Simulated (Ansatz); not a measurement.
Rows from a G0W0 calculation on BiB4Sb3 (ordered alloy, started on the zincblende lattice) (R3m) (Ansatz 0.2.0; G0W0 on PBE, plane waves, PAW; 4×4×4 mesh, 397 empty bands, screening to 110 eV), in eV. Spin-orbit coupling is left out.

| row | k | band | start | Σx | Σc at the solution | Vxc |
| --- | --- | --- | --- | --- | --- | --- |
| A | (0.000, -0.500, -0.500) | v1 | 8.796 | -15.445 | 1.388 | -13.648 |
| B | (0.000, -0.500, -0.500) | c2 | 11.503 | -8.757 | -3.904 | -12.778 |
| C | (0.000, -0.500, -0.500) | c1 | 11.092 | -7.846 | -3.754 | -11.566 |
| D | Γ | v1 | 10.433 | -15.223 | 0.724 | -14.202 |
| E | Γ | c2 | 11.937 | -9.948 | -4.258 | -14.458 |
| F | Γ | c1 | 11.627 | -9.995 | -4.165 | -14.380 |

Q: Work out each quasiparticle level and how far it moved.

The quasiparticle equation reads E = start + Σx + Σc(E) − Vxc.

| row | E (eV) | shift (eV) |
| --- | --- | --- |
| A | 8.388 | −0.409 |
| B | 11.620 | +0.117 |
| C | 11.059 | −0.033 |
| D | 10.136 | −0.297 |
| E | 12.189 | +0.252 |
| F | 11.847 | +0.220 |

Limits: not at the basis limit; no spin-orbit coupling.

[Runs of the session that timed out or met a known fault of the program may be left out.]

[Cells called generated may have been cut or substituted from an entry of the Crystallography Open Database or the Materials Project.]

[Hosts, paths, dates, database ids (printed as entryN), source tags and the programs' standing remarks are cut or masked in the printed files.]
